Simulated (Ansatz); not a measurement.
# How fast states decay through Tl2HBrO, part 2 of 3

Aim: relax a made-up compound, Tl2HBrO, and see how good a tunnel barrier it would be. It is built by putting Tl for K in the K2HBrO structure of space group P2_1/m, with the volume rescaled by atomic radii. The parent structure comes from the Materials Project.

Ansatz 0.2.0; r2SCAN DFT, plane waves, PAW files (the session's first sound run).

So far. Step 2 (Cell and atoms at rest): The largest force component on a free atom ends at 0.015 eV/Å.

The structure was built from a prototype and need not be the compound's stable phase.

### Step 3. The bulk crystal and its band edges

The energy window and the wavevectors of the next steps follow from the band edges, so these are searched first, off the mesh as well.

The input, input.yaml:

```yaml
crystal:
  lattice:
    - [6.6435508674, 0.0, -0.7166862336]
    - [0.0, 4.1211552574, 0.0]
    - [-3.4589934077, 0.0, 8.9119365833]
  atoms:
    - { symbol: Tl, position: [0.2568779852, 0.75, 0.0240950632] }
    - { symbol: Tl, position: [0.7431220148, 0.25, 0.9759049368] }
    - { symbol: Tl, position: [0.645466226, 0.25, 0.3446065839] }
    - { symbol: Tl, position: [0.354533774, 0.75, 0.6553934161] }
    - { symbol: H, position: [0.1638536284, 0.25, 0.7931297572] }
    - { symbol: H, position: [0.8361463716, 0.75, 0.2068702428] }
    - { symbol: Br, position: [0.1515063404, 0.25, 0.3733156437] }
    - { symbol: Br, position: [0.8484936596, 0.75, 0.6266843563] }
    - { symbol: O, position: [0.3108284481, 0.25, 0.8842794633] }
    - { symbol: O, position: [0.6891715519, 0.75, 0.1157205367] }
kpoints:
  mp_grid: { grid: [4, 6, 4] }
  band_path: { path: [VBM, CBM], npoints: 30 }
scf:
  occupations: { method: fixed }
hamiltonian:
  xc: r2scan
output:
  eigenvalues: true
  write_potential: true
  write_density: true
  volumetric_format: npy
  elf: true
```

Started as:

```console
ansatz run input.yaml --threads 2 --pin off --max-ram 4096MiB --backend cpu --events-out ev --progress --plain --runs-dir out
```

Numbers of over 12 decimals in the logs are rounded to 6 here.

Log:

```text
[...]
Crystal: 10 atoms, lattice volume = 233.784 Å³
Basis set: ecut = 500 eV, 5959 PW (Γ), exchange–correlation on 200×128×288 points (64 copies of the dense FFT grid, shifted against one another)
Bands: 50, of which v1, the nominal top of the filled ones, is band 40 counted from 1 (39 counted from 0)
Symmetry: 4 space group operations
[...]
k-points: 40 of 96
[...]
SCF iter   1: F=—  HF=-52592.953695 eV  |F-HF|=—  |Δ(HF+E_count)|=         —  Δρ=7.01e-3  dr2=1.07e-1  dr2_τ=2.00e-1  ethr=1.77e-3  ⟨swp⟩=5.0  Hψ=6701  notcnv=0  defer=312
[...]
SCF iter   8: F=-52592.894712 eV  HF=-52592.894712 eV  |F-HF|=9.17e-10  |Δ(HF+E_count)|=   7.50e-8  Δρ=1.52e-6  dr2=7.40e-9  dr2_τ=7.96e-10  ethr=1.25e-10  ⟨swp⟩=10.6  Hψ=7763  notcnv=0
SCF 1 converged in 8 iterations: F = -52592.894712 eV  dr2 = 7.40e-9
[...]
NSCF: frozen V_eff on 80 k-points
[...]
SCF converged after 8 iterations
Free energy (F): -52592.894712 eV
[...]
Internal energy: -52592.894712 eV  (E = F + TS)
E sigma→0 (E₀):  -52592.894712 eV
Fermi energy:    4.341362 eV
[...]
--- Band table (eV; the first three rows and the last of 40) ---
  k-point 0: bands = [... 36 lower, 3.3627, 3.5319, 4.0766, 4.3326, 7.3426, 7.9731, 8.8773, 9.9997, ... 6 higher]
  k-point 1: bands = [... 36 lower, 3.3554, 3.4752, 3.7808, 4.3386, 7.8018, 8.1356, 8.6618, 10.0434, ... 6 higher]
  k-point 2: bands = [... 36 lower, 3.2351, 3.3452, 3.7660, 4.3414, 8.0798, 8.5039, 8.5772, 9.7954, ... 6 higher]
  k-point 39: bands = [... 36 lower, 3.6372, 3.6372, 3.9456, 3.9456, 7.2840, 7.2840, 7.9788, 7.9788, ... 6 higher]
```

Wall time 1.7 min (2 threads of Intel Xeon Platinum 8375C at 2.90GHz (Ice Lake), shared host); peak memory 1.4 GiB; 3.3 min of CPU time.

In the SCF lines HF is the Harris–Foulkes energy and dr2 the Hartree energy of the density residual, in eV; the loop may stop once dr2 is under the threshold and the program's other checks hold. Hψ counts applications of the Hamiltonian.

Numbers from this step:

- Fermi energy: 4.341 eV
- gap on the k-mesh: 2.299 eV
- gap on path: 2.257 eV, by band count; negative where bands overlap
- direct gap on path: 2.462 eV
- edge places on path: 0, 1.047 1/A along the path

Electronic bands along the path, in eV, zero at the Fermi level (highest filled level under fixed occupations); v1 is the highest filled band, c1 the lowest empty one:

```csv
point,v4,v3,v2,v1,c1,c2,c3,c4
VBM,-1.11,-1.00,-0.58,0.00,3.74,4.16,4.24,5.45
halfway,-1.00,-0.74,-0.68,-0.17,3.63,3.75,4.32,4.55
CBM,-0.81,-0.77,-0.29,-0.21,2.26,2.42,4.19,4.21
```

Valence density in the ac plane at fractional y = 0.250, with atoms of Tl and H and Br and O within 0.2 Å of it. It is the smooth field of the valence electrons, not physical close to the nuclei.

Values in e/Å³, 13 rows by 16 columns, each cell a mean:
```
0.0 0.0 0.1 0.2 1.1 2.4 1.7 0.5 0.2 0.7 2.7 5.8 5.4 2.2 0.5 0.1
0.0 0.1 0.3 1.6 4.8 5.6 2.2 0.4 0.2 0.5 1.1 1.3 0.8 0.3 0.1 0.0
0.0 0.2 1.0 1.6 1.4 0.8 0.2 0.1 0.1 0.1 0.1 0.1 0.1 0.0 0.0 0.0
0.0 0.1 0.2 0.1 0.1 0.0 0.0 0.0 0.0 0.0 0.0 0.0 0.0 0.0 0.0 0.0
0.0 0.0 0.0 0.0 0.0 0.0 0.0 0.0 0.0 0.0 0.0 0.0 0.0 0.0 0.0 0.0
0.0 0.0 0.0 0.1 0.1 0.1 0.1 0.0 0.0 0.0 0.0 0.0 0.0 0.0 0.0 0.0
0.1 0.2 0.4 0.6 0.6 0.3 0.1 0.0 0.0 0.1 0.2 0.3 0.3 0.2 0.1 0.0
0.5 0.9 0.8 0.9 1.0 0.5 0.1 0.1 0.3 1.2 2.8 3.1 1.6 0.5 0.1 0.1
0.9 1.0 0.7 0.9 0.6 0.2 0.1 0.3 1.4 4.4 6.9 4.4 1.4 0.3 0.1 0.3
0.5 0.7 0.5 0.3 0.1 0.1 0.1 0.4 1.1 2.0 1.8 0.8 0.2 0.1 0.1 0.2
0.1 0.1 0.1 0.0 0.0 0.0 0.1 0.1 0.2 0.2 0.1 0.1 0.0 0.1 0.1 0.1
0.1 0.0 0.0 0.0 0.0 0.0 0.0 0.0 0.0 0.0 0.1 0.2 0.5 0.6 0.4 0.2
0.1 0.0 0.0 0.0 0.1 0.1 0.1 0.1 0.1 0.2 0.8 2.7 4.4 3.1 1.1 0.3
```
Columns run along a (6.7 Å), rows up along c (9.6 Å). Atoms in or near the plane, at fractional coordinates: Tl at (0.74, 0.98), Tl at (0.65, 0.34), H at (0.16, 0.79), Br at (0.15, 0.37), O at (0.31, 0.88).

ELF in the ac plane at fractional y = 0.250, with atoms of Tl and H and Br and O within 0.2 Å of it. It is the smooth field of the valence electrons, not physical close to the nuclei.

Values, 13 rows by 16 columns, each cell a mean:
```
0.09 0.03 0.10 0.39 0.71 0.79 0.79 0.57 0.11 0.30 0.27 0.05 0.10 0.32 0.44 0.39
0.02 0.13 0.47 0.74 0.60 0.59 0.81 0.46 0.13 0.33 0.40 0.38 0.42 0.44 0.33 0.10
0.08 0.60 0.92 0.89 0.70 0.62 0.41 0.11 0.10 0.25 0.34 0.35 0.26 0.12 0.03 0.01
0.06 0.39 0.53 0.33 0.15 0.07 0.03 0.02 0.03 0.04 0.04 0.02 0.01 0.01 0.02 0.02
0.02 0.02 0.02 0.02 0.03 0.03 0.03 0.02 0.01 0.01 0.01 0.01 0.02 0.03 0.03 0.02
0.02 0.07 0.18 0.27 0.30 0.26 0.17 0.07 0.02 0.01 0.02 0.04 0.04 0.04 0.03 0.02
0.28 0.62 0.77 0.81 0.82 0.76 0.56 0.16 0.05 0.15 0.24 0.27 0.27 0.21 0.11 0.05
0.78 0.72 0.33 0.30 0.77 0.82 0.43 0.12 0.29 0.38 0.28 0.25 0.38 0.34 0.14 0.33
0.85 0.43 0.25 0.58 0.82 0.50 0.15 0.30 0.40 0.13 0.03 0.15 0.38 0.24 0.21 0.70
0.83 0.84 0.82 0.70 0.37 0.10 0.24 0.40 0.43 0.34 0.35 0.37 0.23 0.09 0.29 0.69
0.26 0.30 0.23 0.09 0.03 0.05 0.17 0.30 0.33 0.29 0.20 0.09 0.05 0.06 0.09 0.17
0.14 0.04 0.02 0.02 0.02 0.02 0.03 0.03 0.03 0.03 0.08 0.20 0.29 0.33 0.31 0.26
0.25 0.04 0.02 0.04 0.11 0.24 0.30 0.18 0.04 0.14 0.33 0.27 0.15 0.25 0.44 0.42
```
Columns run along a (6.7 Å), rows up along c (9.6 Å). Atoms in or near the plane, at fractional coordinates: Tl at (0.74, 0.98), Tl at (0.65, 0.34), H at (0.16, 0.79), Br at (0.15, 0.37), O at (0.31, 0.88).

Electrostatic potential energy in the ac plane at fractional y = 0.250, with atoms of Tl and H and Br and O within 0.2 Å of it. With pseudopotentials it is smooth inside the atoms' cores, unlike the true potential.

Ten even steps from '_' (-41 eV) to '@' (10 eV), each cell a mean:
```
@@@@@@@@@@@@%%%%@@@@%%++..__..__::##@@
@@@@@@@@@@==..::##@@%%==______::**@@@@
@@@@@@@@++____::%%@@%%**--::==##@@@@@@
@@@@@@##::__::##@@@@@@%%##%%%%@@@@@@@@
@@@@++__==##@@@@@@@@@@@@@@@@@@@@@@@@@@
@@%%++==%%@@@@@@@@@@@@@@@@@@@@@@@@@@@@
@@@@%%@@@@@@@@@@@@@@@@@@@@@@@@@@@@@@@@
@@@@@@@@@@@@@@@@@@@@@@@@@@@@@@@@@@@@@@
@@@@@@@@@@@@@@@@@@@@@@@@@@@@@@@@@@@@@@
@@@@@@@@@@@@@@@@@@@@@@@@@@@@@@@@@@@@@@
@@@@@@@@@@@@@@@@@@@@@@@@@@@@@@@@@@@@@@
@@@@@@@@@@@@@@@@@@@@@@@@@@@@@@@@@@@@@@
@@@@%%++==**%%@@@@@@@@%%%%####%%%%@@@@
@@**..____::%%@@@@@@%%**::..::++%%@@@@
##..______--%%@@@@%%++..______++%%@@@@
==______..##@@@@@@##..__..__..**%%@@@@
++..__::##@@@@@@%%++________++%%@@@@%%
%%####%%@@@@@@@@%%**::..::**%%@@@@@@@@
@@@@@@@@@@@@@@@@@@%%####%%%%@@@@@@@@@@
@@@@@@@@@@@@@@@@@@@@@@@@@@@@@@@@@@@@@@
@@@@@@@@@@@@@@@@@@@@@@@@@@@@@@%%%%@@@@
@@@@@@@@@@@@@@@@@@@@@@@@@@%%##****%%%%
@@@@@@@@@@@@@@@@@@@@@@@@%%==..__::**%%
@@@@@@@@@@@@@@@@@@@@@@%%==______..**%%
```
Columns run along a (6.7 Å; values clipped at the 3rd and 97th percentile), rows up along c (9.6 Å). Atoms in or near the plane, at fractional coordinates: Tl at (0.74, 0.98), Tl at (0.65, 0.34), H at (0.16, 0.79), Br at (0.15, 0.37), O at (0.31, 0.88).

The searched edges give 2.26 eV, under the 2.30 eV of the mesh, which misses an edge.

### Step 4. Decaying states in the gap

This step: r2SCAN DFT, plane waves, PAW files; complex bands by layer matching along the plane's normal (Ansatz 0.2.0).

The same crystal is laid in a cell whose first two vectors span the (100) plane (indices of the standard conventional cell, whose axes can be ordered otherwise than in the bulk input). At fixed energy and wavevector in the plane the solver finds all kz, real and complex. A few wavevectors are listed, (0, 0) and (0.4635, 0) in units of the plane's reciprocal vectors; the slowest state needn't be among them.

The input, input.yaml:

```yaml
crystal:
  lattice:
    - [4.121155257, 0.0, 0.0]
    - [0.0, 9.559667832, 0.0]
    - [0.0, -3.071975034, 5.934086001]
  atoms:
    - { symbol: Tl, position: [0.75, 0.0240950632, 0.2568779852] }
    - { symbol: Tl, position: [0.25, 0.9759049368, 0.7431220148] }
    - { symbol: Tl, position: [0.25, 0.3446065839, 0.645466226] }
    - { symbol: Tl, position: [0.75, 0.6553934161, 0.354533774] }
    - { symbol: H, position: [0.25, 0.7931297572, 0.1638536284] }
    - { symbol: H, position: [0.75, 0.2068702428, 0.8361463716] }
    - { symbol: Br, position: [0.25, 0.3733156437, 0.1515063404] }
    - { symbol: Br, position: [0.75, 0.6266843563, 0.8484936596] }
    - { symbol: O, position: [0.25, 0.8842794633, 0.3108284481] }
    - { symbol: O, position: [0.75, 0.1157205367, 0.6891715519] }
kpoints:
  mp_grid: { grid: [6, 4, 4] }
scf:
  occupations: { method: fixed }
hamiltonian:
  xc: r2scan
output:
  eigenvalues: true
  transmission:
    leads: [[0, 0]]
    kpoints: [[0.0, 0.0], [0.4635, 0.0]]
    e_range: [-1.0, 3.26]
    de: 0.07
```

Log:

```text
[...]
Crystal: 10 atoms, lattice volume = 233.784 Å³
Basis set: ecut = 500 eV, 5959 PW (Γ), exchange–correlation on 128×288×200 points (64 copies of the dense FFT grid, shifted against one another)
Bands: 50, of which v1, the nominal top of the filled ones, is band 40 counted from 1 (39 counted from 0)
Symmetry: 4 space group operations
[...]
k-points: 40 of 96
[...]
SCF iter   1: F=—  HF=-52592.953734 eV  |F-HF|=—  |Δ(HF+E_count)|=         —  Δρ=7.01e-3  dr2=1.07e-1  dr2_τ=2.00e-1  ethr=1.77e-3  ⟨swp⟩=5.0  Hψ=6659  notcnv=0  defer=310
[...]
SCF iter   8: F=-52592.894713 eV  HF=-52592.894713 eV  |F-HF|=1.12e-9  |Δ(HF+E_count)|=   7.54e-8  Δρ=1.56e-6  dr2=7.98e-9  dr2_τ=8.58e-10  ethr=1.25e-10  ⟨swp⟩=10.6  Hψ=7701  notcnv=0
SCF 1 converged in 8 iterations: F = -52592.894713 eV  dr2 = 7.98e-9
[...]
transmission: 10 of 20 steps passed
transmission: 20 of 20 steps passed
SCF converged after 8 iterations
Free energy (F): -52592.894713 eV
[...]
Internal energy: -52592.894713 eV  (E = F + TS)
E sigma→0 (E₀):  -52592.894713 eV
Fermi energy:    4.341362 eV
[...]
--- Band table (eV; the first three rows and the last of 40) ---
  k-point 0: bands = [... 36 lower, 3.3627, 3.5319, 4.0766, 4.3326, 7.3426, 7.9731, 8.8773, 9.9997, ... 6 higher]
  k-point 1: bands = [... 36 lower, 3.3079, 3.4333, 4.0341, 4.1903, 7.4210, 8.0411, 8.4555, 9.2436, ... 6 higher]
  k-point 2: bands = [... 36 lower, 3.2322, 3.3295, 4.0552, 4.1553, 7.2182, 7.6235, 8.7626, 9.3452, ... 6 higher]
  k-point 39: bands = [... 36 lower, 3.6372, 3.6372, 3.9456, 3.9456, 7.2840, 7.2840, 7.9788, 7.9788, ... 6 higher]
--- Transmission ---
  basis      : 413 plane waves across, 10 finite elements along
  points     : 2, as listed
  energies   : 61 from -1.000000 to 3.200000 eV about the Fermi level, 0.070000 eV apart; the leads are filled to 1.149722 eV, and channels, transmission and decay are at 1.170000 eV
  crystal 0  : Br2H2Tl4O2, at the sites [0, 0], period 5.9341 Å: whole cells are its period
    offset         : up to 0.0000 Å between an atom of the period and one for which it stands
    channels       : 0.000000e0 a spin
    conductance    : none, the energies end too early or step too widely for 300 K: set another output.transmission.e_range or a lower de, or, where they end at an eighth of basis.ecutwfc, a higher one
    slowest decay  : 0.2677 /Å at (0.4635, 0.0000)
```

Elapsed: 3.2 min, on 2 threads; peak memory 2.2 GiB; 5.1 min of CPU time.

Numbers from this step:

- level to which the leads are filled: 1.150 eV from the Fermi level
- decay constant at the filling level, zone centre: 0.2883 Å⁻¹
- decay constant at the filling level, slowest listed point: 0.2677 Å⁻¹

K parallel (0, 0); values up to 1.5 1/Å, a degenerate pair printed once or twice; energies at which all values exceed this have no row. Im kz of the slowest decaying states against energy, zero at the highest filled level on the SCF mesh:

| energy (eV) | decay 1 (Å⁻¹) | decay 2 (Å⁻¹) | decay 3 (Å⁻¹) | decay 4 (Å⁻¹) |
| --- | --- | --- | --- | --- |
| -1.00 | 0.104 | 0.170 | 0.257 | 0.646 |
| -0.79 | 0.109 | 0.228 | 0.385 | 0.392 |
| -0.58 | 0.206 | 0.297 | 0.506 | 0.513 |
| -0.37 | 0.127 | 0.313 | 0.489 | 0.579 |
| -0.16 | 0.174 | 0.494 | 0.633 | 0.660 |
| -0.02 | 0.238 | 0.508 | 0.662 | 0.694 |
| 0.05 | 0.124 | 0.249 | 0.508 | 0.674 |
| 0.26 | 0.255 | 0.268 | 0.496 | 0.706 |
| 0.47 | 0.279 | 0.372 | 0.546 | 0.732 |
| 0.68 | 0.285 | 0.369 | 0.574 | 0.753 |
| 0.89 | 0.288 | 0.368 | 0.584 | 0.769 |
| 1.10 | 0.289 | 0.365 | 0.588 | 0.782 |
| 1.31 | 0.287 | 0.361 | 0.588 | 0.791 |
| 1.52 | 0.270 | 0.294 | 0.353 | 0.586 |
| 1.73 | 0.247 | 0.303 | 0.343 | 0.581 |
| 1.94 | 0.227 | 0.304 | 0.329 | 0.575 |
| 2.15 | 0.204 | 0.301 | 0.311 | 0.567 |
| 2.36 | 0.176 | 0.287 | 0.295 | 0.558 |
| 2.57 | 0.139 | 0.255 | 0.285 | 0.548 |
| 2.78 | 0.0807 | 0.207 | 0.270 | 0.536 |
| 2.99 | 0.0654 | 0.247 | 0.522 | 0.630 |
| 3.20 | 0.0558 | 0.173 | 0.198 | 0.507 |

K parallel (0.4635, 0); values up to 1.5 1/Å, a degenerate pair printed once or twice; energies at which all values exceed this have no row. Table of Im kz of the slowest decaying states by energy, zero at the highest filled level on the SCF mesh:

```
energy (eV)  decay 1 (Å⁻¹)  decay 2 (Å⁻¹)  decay 3 (Å⁻¹)  decay 4 (Å⁻¹)
    -1.0000          0.325          0.433          0.548          0.907
    -0.7200         0.0848          0.368          0.435          0.484
    -0.5100          0.171          0.178          0.414          0.478
    -0.2300         0.0873          0.217          0.274          0.530
    -0.0200          0.230          0.311          0.585          0.617
     0.2600          0.253          0.350          0.366          0.620
     0.4700          0.265          0.355          0.384          0.649
     0.7500          0.272          0.364          0.388          0.697
     1.0300          0.272          0.378          0.750          0.820
     1.2400          0.265          0.377          0.751          0.792
     1.5200          0.240          0.254          0.373          0.716
     1.7300          0.212          0.237          0.368          0.677
     2.0100          0.154          0.198          0.359          0.630
     2.2200         0.0617          0.145          0.352          0.595
     2.5000          0.341          0.549          0.587          0.954
     2.7800          0.329          0.503          0.543          0.981
     2.9900          0.319          0.467          0.507           1.00
```

At the listed wavevectors the last open channel is at -0.02 eV and the next at +2.29 eV on the grid. At +1.17 eV, the grid energy nearest the filling level (the middle of the gap on the SCF mesh), the slowest state at the listed wavevectors decays with κ = 0.268 Å⁻¹, its amplitude falling by e over 3.7 Å. Through 1 nm of this crystal that state's transmission falls by exp(−2 × 0.268 Å⁻¹ × 10 Å) = 0.0047.

(Part 2 of 3 ends here.)

[Logs are printed without paths, hosts, clocks, repeated set-up lines and the standing remarks that a program may print on its own settings, such as how far it seeks lower states.]

[Hosts, paths, dates, database ids (printed as entryN), source tags and the programs' standing remarks are cut or masked in the printed files.]
